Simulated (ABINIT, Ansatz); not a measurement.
# Quasiparticle gap of VCu3S4 (Sulvanite) in ABINIT, part 2 of 3

How does a plane-wave GW calculation on VCu3S4 (Sulvanite) run from the first input to the gap?

ABINIT 10.8.3; LDA and many-body steps on it, plane waves. Known limits of the many-body steps: not at the basis limit; no spin polarisation; d shell near the gap, gap tends to lie low; d states lean on the start; coarse k mesh.

So far. Step 2 (Ground state): The gap is indirect, with the least direct gap 0.37 eV higher.

In doubt: a PseudoDojo file used here is known to give poor structures and forces, which bears on pressures, cells, forces and phonons.

### 3. Bands along the symmetry lines

Level of this step: DFT, LDA, plane waves, norm-conserving pseudopotentials (ABINIT).

The cheap functional maps the bands first; the places of the edges decide which points the dearer methods must see.

The input, run.abi:

```
acell 3*1.0 Angstrom
rprim 
  5.391200000000 0.000000000000 0.000000000000
  0.000000000000 5.391200000000 0.000000000000
  0.000000000000 0.000000000000 5.391200000000
ntypat 3
znucl 23 29 16
natom 8
typat 1 2 2 2 3 3 3 3
xred 
  0.000000000000 0.000000000000 0.000000000000
  0.500000000000 0.000000000000 0.000000000000
  0.000000000000 0.500000000000 0.000000000000
  0.000000000000 0.000000000000 0.500000000000
  0.237200000000 0.237200000000 0.237200000000
  0.237200000000 0.762800000000 0.762800000000
  0.762800000000 0.762800000000 0.237200000000
  0.762800000000 0.237200000000 0.762800000000
pp_dirpath "pseudos"
pseudos "V.upf, Cu.upf, S.upf"
ecut 38
iscf -2
irdden 1
kptopt 0
nkpt 26
kpt 
  0.00000000 0.00000000 0.00000000
  0.00000000 0.12500000 0.00000000
  0.00000000 0.25000000 0.00000000
  0.00000000 0.37500000 0.00000000
  0.00000000 0.50000000 0.00000000
  0.12500000 0.50000000 0.00000000
  0.25000000 0.50000000 0.00000000
  0.37500000 0.50000000 0.00000000
  0.50000000 0.50000000 0.00000000
  0.37500000 0.37500000 0.00000000
  0.25000000 0.25000000 0.00000000
  0.12500000 0.12500000 0.00000000
  0.00000000 0.00000000 0.00000000
  0.12500000 0.12500000 0.12500000
  0.25000000 0.25000000 0.25000000
  0.37500000 0.37500000 0.37500000
  0.50000000 0.50000000 0.50000000
  0.37500000 0.50000000 0.37500000
  0.25000000 0.50000000 0.25000000
  0.12500000 0.50000000 0.12500000
  0.00000000 0.50000000 0.00000000
  0.50000000 0.50000000 0.50000000
  0.50000000 0.50000000 0.37500000
  0.50000000 0.50000000 0.25000000
  0.50000000 0.50000000 0.12500000
  0.50000000 0.50000000 0.00000000
istwfk *1
nband 54
nbdbuf 2
tolwfr 1e-08
nstep 40
prtwf 0
prtvol 0
indata_prefix "in"
outdata_prefix "out"
tmpdata_prefix "tmp"
```

On the command line:

```bash
$ OMP_NUM_THREADS=1 mpirun -n 4 abinit run.abi > log
```

Numbers of over 12 decimals in the logs are rounded to 6 here.

The log of the run:

```text
.Version 10.8.3 of ABINIT. v10.8.2 released Aug 2026.

 Symmetries : space group P-4 3 m (#215); Bravais cP (primitive cubic)
[... echo of the input left out ...]
== DATASET  1 ==================================================================
-   mpi_nproc: 4, omp_nthreads: 1 (-1 if OMP is not activated)

--- !DatasetInfo
iteration_state: {dtset: 1, }
dimensions: {natom: 8, nkpt: 26, mband: 54, nsppol: 1, nspinor: 1, nspden: 1, mpw: 11872, }
cutoff_energies: {ecut:  38.0, pawecutdg:  -1.0, }
electrons: {nelect:   9.40000000E+01, charge:   0.00000000E+00, occopt:   1.00000000E+00, tsmear:   1.00000000E-02, }

 Real(R)+Recip(G) space primitive vectors, cartesian coordinates (Bohr,Bohr^-1):
 R(1)= 10.1878915  0.0000000  0.0000000  G(1)=  0.0981557  0.0000000  0.0000000
 R(2)=  0.0000000 10.1878915  0.0000000  G(2)=  0.0000000  0.0981557  0.0000000
 R(3)=  0.0000000  0.0000000 10.1878915  G(3)=  0.0000000  0.0000000  0.0981557
 Unit cell volume ucvol=  1.0574332E+03 bohr^3
 Angles (23,13,12)=  9.00000000E+01  9.00000000E+01  9.00000000E+01 degrees

 getcut: wavevector=  0.0000  0.0000  0.0000  ngfft=  60  60  60
         ecut(hartree)=     38.000   => boxcut(ratio)=   2.12232

--- Pseudopotential description ------------------------------------------------
- V Generated using ONCVPSP code by D. R. Hamann
- 23.00000  13.00000  180309                  znucl, zion, pspdat
12 -1012 2 -1 1518                            pspcod,pspxc,lmax,lloc,mmax
     nproj     2     2     2
  pspatm : epsatm=   13.97969020
         --- l  ekb(1:nproj) -->
             0   11.788805    1.386654
             1    1.837479   -0.152076
             2   -5.013500   -1.627294
 pspatm: atomic psp has been read  and splines computed

- Cu Generated using ONCVPSP code by D. R. Hamann
- 29.00000  19.00000  180309                  znucl, zion, pspdat
12 -1012 2 -1 1456                            pspcod,pspxc,lmax,lloc,mmax
     nproj     2     2     2
  pspatm : epsatm=   21.75811831
         --- l  ekb(1:nproj) -->
[...]
pspatm: atomic psp has been read  and splines computed

- S Generated using ONCVPSP code by D. R. Hamann
- 16.00000   6.00000  180309                  znucl, zion, pspdat
12 -1012 2 -1 1132                            pspcod,pspxc,lmax,lloc,mmax
     nproj     2     2     2
  pspatm : epsatm=    8.64647033
         --- l  ekb(1:nproj) -->
[...]
pspatm: atomic psp has been read  and splines computed

--------------------------------------------------------------------------------

================================================================================
 prteigrs : about to open file out_EIG
 Non-SCF case, kpt    1 (  0.00000  0.00000  0.00000), residuals and eigenvalues=
  4.36E-09  7.00E-09  4.01E-09  1.24E-09  2.87E-09  4.47E-09  2.74E-09  4.78E-09
  7.72E-09  2.41E-09  4.09E-09  9.37E-09  4.57E-09  3.85E-09  4.65E-09  8.87E-09
[...]
--- !ResultsGS
iteration_state: {dtset: 1, }
comment   : Summary of ground state results
lattice_vectors:
- [ 10.1878915,   0.0000000,   0.0000000, ]
- [  0.0000000,  10.1878915,   0.0000000, ]
- [  0.0000000,   0.0000000,  10.1878915, ]
lattice_lengths: [  10.18789,   10.18789,   10.18789, ]
lattice_angles: [ 90.000,  90.000,  90.000, ] # degrees, (23, 13, 12)
lattice_volume:   1.0574332E+03
convergence: {deltae:  0.000E+00, res2:  0.000E+00, residm:  9.976E-09, diffor:  0.000E+00, }
etotal    :  -6.86548893E+02
entropy   :   0.00000000E+00
fermie    :   1.54291204E-01
cartesian_stress_tensor: null
pressure_GPa: null
xred      :
- [  0.0000E+00,   0.0000E+00,   0.0000E+00,  V]
- [  5.0000E-01,   0.0000E+00,   0.0000E+00, Cu]
- [  0.0000E+00,   5.0000E-01,   0.0000E+00, Cu]
- [  0.0000E+00,   0.0000E+00,   5.0000E-01, Cu]
- [  2.3720E-01,   2.3720E-01,   2.3720E-01,  S]
- [  2.3720E-01,   7.6280E-01,   7.6280E-01,  S]
- [  7.6280E-01,   7.6280E-01,   2.3720E-01,  S]
- [  7.6280E-01,   2.3720E-01,   7.6280E-01,  S]
cartesian_forces: null
force_length_stats: {min: null, max: null, mean: null, }

 Integrated electronic density in atomic spheres:
 ------------------------------------------------
 Atom  Sphere_radius  Integrated_density
[...]
================================================================================

 ----iterations are completed or convergence reached----

 Mean square residual over all n,k,spin=   57.117E-10; max=  99.757E-10
 reduced coordinates (array xred) for    8 atoms
[...]
0.762800000000      0.762800000000      0.237200000000
       0.762800000000      0.237200000000      0.762800000000

 cartesian coordinates (angstrom) at end:
    1      0.000000     0.000000     0.000000
    2      2.695600     0.000000     0.000000
    3      0.000000     2.695600     0.000000
[...]
7      4.112407     4.112407     1.278793
    8      4.112407     1.278793     4.112407
 length scales=  1.889726125908  1.889726125908  1.889726125908 bohr
              =  1.000000000000  1.000000000000  1.000000000000 angstroms
 prteigrs : about to open file out_EIG
 Eigenvalues (hartree) for nkpt=  26  k points:
 kpt#   1, nband= 54, wtk=  1.00000, kpt=  0.0000  0.0000  0.0000 (reduced coord)
[...]
kpt#   2, nband= 54, wtk=  1.00000, kpt=  0.0000  0.1250  0.0000 (reduced coord)
[...]
kpt#   3, nband= 54, wtk=  1.00000, kpt=  0.0000  0.2500  0.0000 (reduced coord)
[...]
kpt#  25, nband= 54, wtk=  1.00000, kpt=  0.5000  0.5000  0.1250 (reduced coord)
[...]
0.21115    0.21218    0.22814    0.22814    0.33322    0.33367
 kpt#  26, nband= 54, wtk=  1.00000, kpt=  0.5000  0.5000  0.0000 (reduced coord)
[...]
0.05212    0.06197    0.06326    0.06326    0.06814    0.07146    0.07146    0.08756
   0.08851    0.08851    0.09065    0.09246    0.11984    0.11984    0.14808    0.19907
   0.20603    0.21244    0.22700    0.22700    0.33899    0.33901

== END DATASET(S) ==============================================================
================================================================================

 -outvars: echo values of variables after computation  --------
            nband          54
             nkpt          26
          spgroup         215
 [... the other variables as echoed above ...]

 Calculation completed.
```

Elapsed: 2.4 min, on 4 MPI ranks of Arm Neoverse V2, shared host; peak memory 0.6 GiB.

This step gave:

| Item | Value |
| --- | --- |
| gap | 0.9837 eV |
| k of the valence top | 0.5, 0.5, 0.5 |
| k of the conduction bottom | 0, 0.5, 0 |
| least direct gap | 1.341 eV |

The gap is 0.984 eV, as in the run before at this level.

Electronic bands along the path, in eV, zero at the top of the highest filled band:

| point | band 44 | band 45 | band 46 | band 47 | band 48 | band 49 | band 50 | band 51 |
| --- | --- | --- | --- | --- | --- | --- | --- | --- |
| Γ | -1.49 | -0.64 | -0.64 | -0.64 | 1.11 | 1.11 | 1.80 | 1.80 |
| halfway | -1.49 | -0.96 | -0.61 | -0.61 | 1.07 | 1.19 | 1.54 | 1.81 |
| X | -1.36 | -1.34 | -0.58 | -0.58 | 0.98 | 1.26 | 1.54 | 1.79 |
| halfway | -1.47 | -1.01 | -0.77 | -0.52 | 1.15 | 1.34 | 1.55 | 1.79 |
| M | -1.68 | -0.94 | -0.94 | -0.17 | 1.22 | 1.41 | 1.58 | 1.98 |
| halfway | -1.25 | -1.12 | -0.76 | -0.53 | 1.16 | 1.24 | 1.54 | 1.72 |
| Γ | -1.49 | -0.64 | -0.64 | -0.64 | 1.11 | 1.11 | 1.80 | 1.80 |
| halfway | -1.56 | -0.80 | -0.57 | -0.57 | 1.30 | 1.30 | 1.52 | 1.94 |
| R | -1.90 | 0.00 | 0.00 | 0.00 | 1.53 | 1.53 | 2.13 | 2.13 |
| halfway | -1.52 | -0.66 | -0.52 | -0.48 | 1.32 | 1.34 | 1.69 | 1.94 |
| X | -1.36 | -1.34 | -0.58 | -0.58 | 0.98 | 1.26 | 1.54 | 1.79 |
| jump to R | -1.90 | 0.00 | 0.00 | 0.00 | 1.53 | 1.53 | 2.13 | 2.13 |
| halfway | -1.69 | -0.48 | -0.48 | -0.08 | 1.26 | 1.56 | 1.81 | 2.08 |
| M | -1.68 | -0.94 | -0.94 | -0.17 | 1.22 | 1.41 | 1.58 | 1.98 |

### 4. Empty states on the mesh, 2×2×2 mesh, 564 bands

The sums over transitions need many empty states on a uniform mesh; this step solves for them.

The input, run.abi:

```
acell 3*1.0 Angstrom
rprim 
  5.391200000000 0.000000000000 0.000000000000
  0.000000000000 5.391200000000 0.000000000000
  0.000000000000 0.000000000000 5.391200000000
ntypat 3
znucl 23 29 16
natom 8
typat 1 2 2 2 3 3 3 3
xred 
  0.000000000000 0.000000000000 0.000000000000
  0.500000000000 0.000000000000 0.000000000000
  0.000000000000 0.500000000000 0.000000000000
  0.000000000000 0.000000000000 0.500000000000
  0.237200000000 0.237200000000 0.237200000000
  0.237200000000 0.762800000000 0.762800000000
  0.762800000000 0.762800000000 0.237200000000
  0.762800000000 0.237200000000 0.762800000000
pp_dirpath "pseudos"
pseudos "V.upf, Cu.upf, S.upf"
ecut 38
ngkpt 2 2 2
nshiftk 1
shiftk 0 0 0
kptopt 1
chksymbreak 0
iscf -2
irdden 1
istwfk *1
nband 564
nbdbuf 50
tolwfr 1e-09
nstep 60
prtvol 0
indata_prefix "in"
outdata_prefix "out"
tmpdata_prefix "tmp"
```

The log of the run:

```text
.Version 10.8.3 of ABINIT. v10.8.2 released Aug 2026.

 Symmetries : space group P-4 3 m (#215); Bravais cP (primitive cubic)
[... echo of the input left out ...]
== DATASET  1 ==================================================================
-   mpi_nproc: 4, omp_nthreads: 1 (-1 if OMP is not activated)

--- !DatasetInfo
iteration_state: {dtset: 1, }
dimensions: {natom: 8, nkpt: 4, mband: 564, nsppol: 1, nspinor: 1, nspden: 1, mpw: 11872, }
cutoff_energies: {ecut:  38.0, pawecutdg:  -1.0, }
electrons: {nelect:   9.40000000E+01, charge:   0.00000000E+00, occopt:   1.00000000E+00, tsmear:   1.00000000E-02, }

 Real(R)+Recip(G) space primitive vectors, cartesian coordinates (Bohr,Bohr^-1):
 R(1)= 10.1878915  0.0000000  0.0000000  G(1)=  0.0981557  0.0000000  0.0000000
 R(2)=  0.0000000 10.1878915  0.0000000  G(2)=  0.0000000  0.0981557  0.0000000
 R(3)=  0.0000000  0.0000000 10.1878915  G(3)=  0.0000000  0.0000000  0.0981557
 Unit cell volume ucvol=  1.0574332E+03 bohr^3
 Angles (23,13,12)=  9.00000000E+01  9.00000000E+01  9.00000000E+01 degrees

 getcut: wavevector=  0.0000  0.0000  0.0000  ngfft=  60  60  60
         ecut(hartree)=     38.000   => boxcut(ratio)=   2.12232

--- Pseudopotential description ------------------------------------------------
- V Generated using ONCVPSP code by D. R. Hamann
- 23.00000  13.00000  180309                  znucl, zion, pspdat
12 -1012 2 -1 1518                            pspcod,pspxc,lmax,lloc,mmax
     nproj     2     2     2
  pspatm : epsatm=   13.97969020
         --- l  ekb(1:nproj) -->
             0   11.788805    1.386654
             1    1.837479   -0.152076
             2   -5.013500   -1.627294
 pspatm: atomic psp has been read  and splines computed

- Cu Generated using ONCVPSP code by D. R. Hamann
- 29.00000  19.00000  180309                  znucl, zion, pspdat
12 -1012 2 -1 1456                            pspcod,pspxc,lmax,lloc,mmax
     nproj     2     2     2
  pspatm : epsatm=   21.75811831
         --- l  ekb(1:nproj) -->
[...]
pspatm: atomic psp has been read  and splines computed

- S Generated using ONCVPSP code by D. R. Hamann
- 16.00000   6.00000  180309                  znucl, zion, pspdat
12 -1012 2 -1 1132                            pspcod,pspxc,lmax,lloc,mmax
     nproj     2     2     2
  pspatm : epsatm=    8.64647033
         --- l  ekb(1:nproj) -->
[...]
pspatm: atomic psp has been read  and splines computed

--------------------------------------------------------------------------------

================================================================================
 prteigrs : about to open file out_EIG
 Non-SCF case, kpt    1 (  0.00000  0.00000  0.00000), residuals and eigenvalues=
  1.57E-10  2.53E-10  6.94E-10  1.66E-10  1.90E-10  6.37E-10  7.98E-11  8.74E-11
  7.80E-10  1.98E-10  8.37E-10  7.06E-10  4.25E-10  1.40E-10  2.07E-10  1.78E-10
  1.84E-10  2.05E-10  2.61E-10  3.30E-10  2.22E-10  3.04E-10  5.93E-10  5.39E-11
[...]
1.90E-03  1.76E-03  5.92E-04  7.38E-04
 -3.9463E+00 -3.9463E+00 -3.9463E+00 -2.3990E+00 -2.3990E+00 -2.3990E+00
 -2.3956E+00 -2.3956E+00 -2.3956E+00 -2.3956E+00 -2.3956E+00 -2.3956E+00
 -2.1968E+00 -1.2497E+00 -1.2497E+00 -1.2497E+00 -3.5386E-01 -3.0814E-01
[...]
4.5249E+00  4.5429E+00  4.5430E+00  4.5580E+00  4.5701E+00  4.5705E+00
  4.5736E+00  4.5813E+00  4.5828E+00  4.5898E+00  4.5991E+00  4.6042E+00
 prteigrs : prtvol=0 or 1, do not print more k-points.

--- !ResultsGS
iteration_state: {dtset: 1, }
comment   : Summary of ground state results
lattice_vectors:
- [ 10.1878915,   0.0000000,   0.0000000, ]
- [  0.0000000,  10.1878915,   0.0000000, ]
- [  0.0000000,   0.0000000,  10.1878915, ]
lattice_lengths: [  10.18789,   10.18789,   10.18789, ]
lattice_angles: [ 90.000,  90.000,  90.000, ] # degrees, (23, 13, 12)
lattice_volume:   1.0574332E+03
convergence: {deltae:  0.000E+00, res2:  0.000E+00, residm:  9.979E-10, diffor:  0.000E+00, }
etotal    :  -6.86548893E+02
entropy   :   0.00000000E+00
fermie    :   1.54291204E-01
cartesian_stress_tensor: null
pressure_GPa: null
xred      :
- [  0.0000E+00,   0.0000E+00,   0.0000E+00,  V]
- [  5.0000E-01,   0.0000E+00,   0.0000E+00, Cu]
- [  0.0000E+00,   5.0000E-01,   0.0000E+00, Cu]
- [  0.0000E+00,   0.0000E+00,   5.0000E-01, Cu]
- [  2.3720E-01,   2.3720E-01,   2.3720E-01,  S]
- [  2.3720E-01,   7.6280E-01,   7.6280E-01,  S]
- [  7.6280E-01,   7.6280E-01,   2.3720E-01,  S]
- [  7.6280E-01,   2.3720E-01,   7.6280E-01,  S]
cartesian_forces: null
force_length_stats: {min: null, max: null, mean: null, }

 Integrated electronic density in atomic spheres:
 ------------------------------------------------
 Atom  Sphere_radius  Integrated_density
[...]
================================================================================

 ----iterations are completed or convergence reached----

 Mean square residual over all n,k,spin=   44.845E-11; max=  99.791E-11
 reduced coordinates (array xred) for    8 atoms
[...]
0.762800000000      0.762800000000      0.237200000000
       0.762800000000      0.237200000000      0.762800000000

 cartesian coordinates (angstrom) at end:
    1      0.000000     0.000000     0.000000
    2      2.695600     0.000000     0.000000
[...]
8      4.112407     1.278793     4.112407
 length scales=  1.889726125908  1.889726125908  1.889726125908 bohr
              =  1.000000000000  1.000000000000  1.000000000000 angstroms
 prteigrs : about to open file out_EIG
 Eigenvalues (hartree) for nkpt=   4  k points:
 kpt#   1, nband=564, wtk=  0.12500, kpt=  0.0000  0.0000  0.0000 (reduced coord)
[...]
4.46870    4.46870    4.46870    4.51725    4.51726    4.51729    4.52480    4.52484
   4.52494    4.54287    4.54301    4.55799    4.57008    4.57048    4.57362    4.58129
   4.58284    4.58982    4.59915    4.60420
 prteigrs : prtvol=0 or 1, do not print more k-points.

== END DATASET(S) ==============================================================
================================================================================

 -outvars: echo values of variables after computation  --------
            nband         564
             nkpt           4
          spgroup         215
 [... the other variables as echoed above ...]

 Calculation completed.
```

The job ended after 8.1 min (4 MPI ranks; peak memory 1.1 GiB; 33 min of CPU time).

This step gave:

| Quantity | Value |
| --- | --- |
| gap | 0.9837 eV |
| k of the valence top | 0.5, 0.5, 0.5 |
| k of the conduction bottom | 0.5, 0, 0 |
| least direct gap | 1.388 eV |
| k points computed | 4 |
| lowest point of the top converged band, above the valence top | 109.9593 eV |

On this mesh the gap is 0.984 eV.

### 5. Screening, 2×2×2 mesh, 514 bands, screening to 217.7 eV

The RPA dielectric matrix is built and inverted for each q.

This step: RPA screening on LDA, plane waves, norm-conserving pseudopotentials.

Edit run.abi of step 4 so:

```diff
@@ -26,10 +26,11 @@
 chksymbreak 0
-iscf -2
-irdden 1
 istwfk *1
-nband 564
-nbdbuf 50
-tolwfr 1e-09
-nstep 60
-prtvol 0
+occopt 1
+irdwfk 1
+optdriver 3
+nband 514
+ecuteps 8
+inclvkb 2
+awtr 1
+symchi 1
 indata_prefix "in"
```

The log of the run:

```text
.Version 10.8.3 of ABINIT. v10.8.2 released Aug 2026.

 Symmetries : space group P-4 3 m (#215); Bravais cP (primitive cubic)
[... echo of the input left out ...]
== DATASET  1 ==================================================================
-   mpi_nproc: 4, omp_nthreads: 1 (-1 if OMP is not activated)

--- !DatasetInfo
iteration_state: {dtset: 1, }
dimensions: {natom: 8, nkpt: 4, mband: 514, nsppol: 1, nspinor: 1, nspden: 1, mpw: 11872, }
cutoff_energies: {ecut:  38.0, pawecutdg:  -1.0, }
electrons: {nelect:   9.40000000E+01, charge:   0.00000000E+00, occopt:   1.00000000E+00, tsmear:   1.00000000E-02, }

 SCREENING: Calculation of the susceptibility and dielectric matrices

 Based on a program developped by R.W. Godby, V. Olevano, G. Onida, and L. Reining.
 Incorporated in ABINIT by V. Olevano, G.-M. Rignanese, and M. Torrent.
.Using double precision arithmetic ; gwpc =  8

[... cell and pseudopotentials left out ...]
--------------------------------------------------------------------------------

 ==== K-mesh for the wavefunctions ====
 Number of points in the irreducible wedge :     4
[... list of points left out ...]
 Together with 24 symmetry operations and time-reversal symmetry
 yields     8 points in the full Brillouin Zone.

 ==== Q-mesh for the screening function ====
 Number of points in the irreducible wedge :     4
[... list of points left out ...]
 Together with 24 symmetry operations and time-reversal symmetry
 yields     8 points in the full Brillouin Zone.

 setmesh: FFT mesh size selected  =    45x   45x   45
          total number of points  =        91125

 vcoul_init : cutoff-mode = AUXILIARY_FUNCTION
 q-points for optical limit:   1
     1)      0.000010    0.000020    0.000030

- screening: taking advantage of time-reversal symmetry
- Maximum band index for partially occupied states nbvw = 47
- Remaining bands to be divided among processors   nbcw = 467
- Number of bands treated by each node ~116

 Number of electrons calculated from density =   94.0000; Expected =   94.0000
 average of density, n =  0.088895
 r_s =    1.3900
 omega_plasma =   28.7603 [eV]

 calculating chi0 at frequencies [eV] :
  1    0.000000E+00    0.000000E+00
  2    0.000000E+00    2.876028E+01

--------------------------------------------------------------------------------
  q-point number  1        q = ( 0.000000, 0.000000, 0.000000) [r.l.u.]
--------------------------------------------------------------------------------
[... chi0 elements left out ...]
 For q-point:  0.000010 0.000020 0.000030
  dielectric constant =   7.7582
  dielectric constant without local fields =  10.0335

  Average fulfillment of the sum rule on Im[epsilon] for q-point    1 :     61.49  [%]
[... wings left out ...]
  q-point number  2        q = ( 0.500000, 0.000000, 0.000000) [r.l.u.]
--------------------------------------------------------------------------------
[... chi0 elements left out ...]
  Average fulfillment of the sum rule on Im[epsilon] for q-point    2 :     64.13  [%]

 [... 2 further q-points ...]
```

It took 11 min on 4 MPI ranks; peak memory 5 GiB; 43 min of CPU time.

This step gave:

```
ε∞ with local fields, on this mesh, along the program's q direction : 7.758
the same without local fields                                       : 10.03
plasma frequency                                                    : 28.76 eV
plane waves in the screening matrix                                 : 1189
```

Local fields lower ε∞ by 23 %. On a Γ-centred mesh this coarse the value itself is usually too large, while a short band sum pulls it down.

(Part 2 of 3 ends here.)

[Paths, hosts, dates, memory and timing lines, banners, echoed tables and standing remarks are left out of the program output.]

[Logs are printed without paths, hosts, clocks, repeated set-up lines and the standing remarks that a program may print on its own settings, such as how far it seeks lower states.]

[Runs of the session that timed out or met a known fault of the program may be left out.]

[Hosts, paths, dates, database ids (printed as entryN), source tags and the programs' standing remarks are cut or masked in the printed files.]

[G0W0 gaps are taken among the corrected bands and points alone; a level outside them can change the order at an edge.]

[Where Ansatz stands beside ABINIT at settings called matched, ABINIT's density can come from a denser mesh and the files from another edition; pairs whose starting gaps differed by over 0.03 eV were left out, so agreement reads better than it is.]
